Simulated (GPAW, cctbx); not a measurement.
## Bonding in Fe4Bi as X-rays see it

Aim: compute the bonding part of the density of Fe4Bi, find which reflections carry it, and see how it biases an ordinary refinement.

The cell comes from substitution in a known structure type and wasn't matched to any measured phase. All numbers below are calculated.

**1. Find the equilibrium geometry**

The density hangs on the geometry, so cell and atoms are relaxed first, with the symmetry held. The cutoff is set higher than for the density because stress converges slowly with plane waves.

Settings: GPAW 26.7.0, PBE, 570 eV, 5×5×5 k-points, Fermi–Dirac width 0.1 eV, spin-polarised, BFGS to 0.03 eV/Å.

```text
cell
1.0
     0.000000000   -3.859000000    0.000000000
     3.859000000    0.000000000    0.000000000
    -1.929500000    1.929500000    5.280500000
Bi Fe
1 4
Direct
0.000000000 0.000000000 0.000000000
0.608200000 0.608200000 0.216400000
0.750000000 0.250000000 0.500000000
0.250000000 0.750000000 0.500000000
0.391800000 0.391800000 0.783600000
```

```console
$ OMP_NUM_THREADS=1 mpirun -n 4 gpaw python run.py > gpaw.log
```

```text
BFGS:    0      -38.291627        1.185334
BFGS:    1      -38.332153        0.944819
BFGS:    2      -38.411598        0.176107
BFGS:    3      -38.412562        0.159973
...
BFGS:   11      -38.441240        0.166962
BFGS:   12      -38.443406        0.043094
BFGS:   13      -38.443565        0.003476
cell  3.7271 3.7271 6.1347  107.68 107.68 90.00
volume 76.956 A^3, largest force 0.003 eV/A, largest stress 0.03 GPa
```

After 13 steps the volume has changed by -2.1 % and the energy by -0.152 eV; the largest stress left is 0.03 GPa. It took 9.9 min on 4 cores of AMD EPYC 7R13 Processor (Zen 3) (shared host), peak memory 1.5 GiB.

Relaxed structure: I4/mmm (no. 139), a = 3.7271 Å, b = 3.7271 Å, c = 11.0796 Å, α = 90.00°, β = 90.00°, γ = 90.00°.

| atom | mult. | x | y | z |
| --- | --- | --- | --- | --- |
| Bi1 | 2 | 0 | 0 | 0 |
| Fe1 | 4 | 1/2 | 1/2 | 0.1151 |
| Fe2 | 4 | 0 | 1/2 | 1/4 |

**2. The all-electron density**

X-rays see the whole electron density, so the PAW density is rebuilt with its core regions. Subtracting spherical free atoms from the same code cancels the cores and leaves the deformation density Δρ, the part due to bonding.

Settings: PBE, 450 eV, 7×7×7 k-points, Fermi–Dirac width 0.1 eV, spin-polarised; primitive cell of 5 atoms.

```console
$ OMP_NUM_THREADS=1 mpirun -n 4 gpaw python run.py > gpaw.log
```

```text
|iter:   1|       0s |  -39.911884 | +0.17 |       | +12.0200|
|iter:   2|       3s |  -39.057209 | -1.59 | -0.85 | +11.8942|
|iter:   3|       5s |  -39.291370 | -1.35 | -0.94 | +11.3079|
...
|iter:  13|      30s |  -38.190602c| -6.63 | -3.79 |  +8.7931|
|iter:  14|      33s |  -38.190633c| -7.25 | -4.04c|  +8.7936|
|iter:  15|      35s |  -38.190627c| -7.71c| -4.19c|  +8.7936|
```

```text
gpts.py:43: UserWarning: Initial realspace grid (20,20,32) inconsistent with symmetries.
gpts.py:43: UserWarning: Initial realspace grid (20,20,32) inconsistent with symmetries.
gpts.py:43: UserWarning: Initial realspace grid (20,20,32) inconsistent with symmetries.
gpts.py:43: UserWarning: Initial realspace grid (20,20,32) inconsistent with symmetries.
gpts.py:70: UserWarning: Using symmetrized grid: (32,32,32).
gpts.py:70: UserWarning: Using symmetrized grid: (32,32,32).
gpts.py:70: UserWarning: Using symmetrized grid: (32,32,32).
gpts.py:70: UserWarning: Using symmetrized grid: (32,32,32).
grid (64, 64, 64)  electrons 187.000  moved by bonding 0.957 e
deformation density beyond 0.5 A of the nuclei: max 0.258, min -0.190 e/A^3
atom        x       y       z   Voronoi charge  moment
Bi1    0.0000  0.0000  0.0000      0.384      -0.04
Fe2    0.6151  0.6151  0.2303     -0.163       1.97
Fe3    0.7500  0.2500  0.5000     -0.029       2.40
Fe4    0.2500  0.7500  0.5000     -0.029       2.40
Fe5    0.3849  0.3849  0.7697     -0.163       1.97
mean inner potential of superposed free atoms 25.339 V
total magnetic moment 8.794 muB
```

Deformation density in a plane through the shortest contact of the Fe atom at the origin, in 0.01 e/Å³ (clipped at ±99); x from -1.6 to 4.0 Å, y from 2.4 down to -2.4 Å:

```text
 -5  -3  -2  -2  -4  -2   .   .   4   6   7   7   2   .   .   3
 -6  -4  -2  -2  -4   0   .   .   0   6   7   6   1   .   .   4
 -5  -3  -1   0   0   3   7   2  -2   2   5   5   6   9  -7  -4
 -3  -1   0   0   3   7   8   4   1   2   4   6   8   6   1  -1
 -1   0  -2  -3   2   8   7   5   4   1   0   6   7   4   1   0
 -1  -1  -2  -4   .   8   3   6   6   2  -5   .   4  -1  -2  -1
 -1  -1   0  24   .   .  10   8   8   7   .   .  18  -5  -4  -2
  0   0   0   4   . -22   1   5   5   2  17   .  -1  -3  -2  -2
  1   2   0  -1   0  -4  -2   1   0  -3  -5  -3   0   1   0  -2
  1   1   0  -1  -2  -1   0   0  -1  -2  -3  -2   1   1  -1  -4
 -1  -1  -1  -1  -1  -1  -1  -2  -2  -2  -2  -1  -1  -2  -1   3
 -2  -2  -2  -2  -2  -3  -4  -5  -4  -3  -2  -3  -4   1   .   .
 -1  -1  -2  -2  -3  -3  -3  -5  -6  -3  -2  -2  -4   3   .   .
```

Atoms in or within 0.15 Å of the plane: Fe (0.0, 0.0), Fe (2.4, 0.0), Fe (0.9, 2.2), Fe (3.8, -2.2), Fe (3.3, 2.2) Å. Dots mark points within about 0.45 Å of a nucleus; large values next to them are atomic features.

Fe gains most (-0.10 e) and Bi loses most (+0.38 e), in averages over each element's sites, which isn't the order of electronegativity: valence and coordination count too, and Voronoi cells cut space at the midplane whatever the atoms' sizes. Along the shortest contact from the Fe atom at the map's origin, Fe–Fe at 2.39 Å, Δρ is +0.08 e/Å³ at the midpoint; the highest value on the line, +0.12, lies at the edge of the range, 0.5 Å from Fe, and is an atomic rather than a bond feature: a modest build-up. At the midpoints of other shortest contacts it is 0.00 (Bi–Fe, 2.93 Å) e/Å³. Point values carry grid noise of about 0.01 e/Å³. The cell's moment is 8.79 μB; the largest inside an atomic sphere is 2.40 μB. The run needed 15 iterations, 56 s.

**3. Structure factors**

The Fourier components of Δρ, added to those of the free atoms, give the static X-ray structure factors; the Mott–Bethe relation turns them into the Fourier components V of the potential that fast electrons feel.

```text
static structure factors of the conventional cell: F in electrons, V (Mott-Bethe) in volts
   h  k  l      d  |F| table  |F| free   |F| DFT   change   |V| free  |V| DFT  change %
   0  0  2  5.5398    74.105    73.886    73.033   -0.852     0.896    1.675     86.9
   1  0  1  3.5326    83.774    83.697    82.918   -0.779     1.616    1.905     17.9
   0  0  4  2.7699   146.165   146.092   146.074   -0.018     5.276    5.280      0.1
   1  1  0  2.6355   142.102   142.041   142.129    0.089     4.956    4.938     -0.4
   1  0  3  2.6234   187.935   187.711   188.132    0.421     7.574    7.488     -1.1
   1  1  2  2.3799   227.327   226.861   226.900    0.038     9.446    9.440     -0.1
   1  1  4  1.9093    10.972    10.181    10.049   -0.131     3.109    3.123      0.5
   1  0  5  1.9047   194.305   193.912   193.628   -0.284     6.975    7.006      0.4
   2  0  0  1.8635   271.649   270.814   270.594   -0.220    10.672   10.695      0.2
   0  0  6  1.8466    32.793    33.319    33.811    0.493     0.927    0.977      5.4
   2  0  2  1.7663    66.783    67.095    67.253    0.158     0.722    0.707     -2.0
   2  1  1  1.6483    74.468    74.697    74.772    0.075     1.080    1.074     -0.6
   2  0  4  1.5462   123.425   123.401   123.395   -0.006     3.260    3.260      0.0
   2  1  3  1.5192   156.406   156.246   155.979   -0.267     4.703    4.721      0.4
```

The largest X-ray change is -0.85 e on 002, 1.2 % of |F|. For electrons V goes as (Z − F)/g², so a change of F counts against Z − F, which is small at low angle and wherever the atoms' terms cancel: |V| of 002 moves by +86.9 % (0.90 to 1.68 V) against -1.2 % in |F|. The last three rows still change by up to 0.27 e; the table stops while the angles are still low. The tabulated Hartree–Fock atoms differ from the free DFT atoms by up to 0.83 e, so the choice of reference atom matters too.

**4. The functional ladder**

The same geometry is run with other functionals, to see whether the bonding signal is larger than the spread between approximations. Free atoms are LDA for LDA and PBE otherwise; meta-GGAs and hybrids keep PBE cores. Any other changed setting is in the row's label.

| run | ΔF 002 (e) | ΔF 101 (e) | ΔF 006 (e) | q(Fe) (e) | moved (e) | time |
| --- | --- | --- | --- | --- | --- | --- |
| PBE | -0.852 | -0.779 | +0.493 | -0.096 | 0.957 | 56 s |
| LDA | -0.841 | -0.787 | +0.513 | -0.097 | 0.918 | 52 s |
| SCAN | -0.787 | -0.664 | +0.339 | -0.071 | 1.037 | 2.8 min |

At the base's settings ΔF(002) spans -0.852 to -0.787 e, a spread of 8 % of the PBE value; over the three listed reflections the spread is at most 35 %, so the sign holds and the size hangs on the functional. The magnetic state differs between the runs (cell moments PBE 8.79, LDA 8.06, SCAN 10.20 μB), and that enters the spread. Times are from shared hosts.

**5. What a spherical-atom refinement makes of it**

Routine crystallography fits spherical atoms. To see the bias, intensities are simulated from tabulated atoms plus the DFT change ΔF, so that bonding alone can misfit (5082 reflections of the full sphere, merged to the counts below, to 0.4 Å, 0.5 % proportional noise plus counting noise, assumed isotropic U as listed, Δρ smeared by the mean U) and refined with cctbx over different ranges.

| range | data | R1 | GooF | U Bi1 (true 0.0029) | U Fe1 (true 0.0045) | U Fe2 (true 0.0045) | largest shift (Å) | Δρ max, min (e/Å³) |
| --- | --- | --- | --- | --- | --- | --- | --- | --- |
| all data | 421 | 0.0026 | 1.00 | 0.0029 | 0.0045 | 0.0045 | 0.0000 | 0.48, -0.43 |
| low resolution, d > 0.84 | 58 | 0.0020 | 1.17 | 0.0029 | 0.0046 | 0.0047 | 0.0006 | 0.14, -0.13 |
| high order, d < 0.75 | 344 | 0.0027 | 0.95 | 0.0029 | 0.0045 | 0.0045 | 0.0000 | 0.38, -0.35 |
| occupancies free, d > 0.7 | 95 | 0.0021 | 1.18 | 0.0029 | 0.0046 | 0.0045 | 0.0004 | 0.22, -0.23 |

With all data GooF is 1.00, so at this noise the bonding hardly shows; the top residual peak lies 0.68 Å from Fe and 2.03 Å from Fe. No U is off by more than 3 s.u. at low resolution. With Bi1 held at 1 and the scale free, the other occupancies refine to Fe1 1.000(0.002) and Fe2 0.999(0.002), within three s.u. of full.

**6. Answer**

Bonding moves 0.96 e in the primitive cell of Fe4Bi and changes the structure factors of the conventional cell in the table above by at most 0.85 e (002, 1.2 %), and among reflections above 2 % of the strongest by up to 1.5 % (006). The shortest bond, Fe–Fe, has Δρ = +0.08 e/Å³ at its midpoint. At the base's settings ΔF(002) spans -0.852 to -0.787 e, a spread of 8 % of the PBE value; over the three listed reflections the spread is at most 35 %, so the sign holds and the size hangs on the functional. With all data GooF is 1.00, so at this noise the bonding hardly shows. Limits: static density, frozen cores, no spin–orbit coupling; a ferromagnetic start is the only order tried, and the real ground state may be antiferromagnetic or insulating.

[Outputs are excerpts: Python notices, other lines and further rows are left out; steps that failed or that the build refused (PBEsol, TPSS) are not shown.]

[Logs are printed without paths, hosts, clocks, repeated set-up lines and the standing remarks that a program may print on its own settings, such as how far it seeks lower states.]
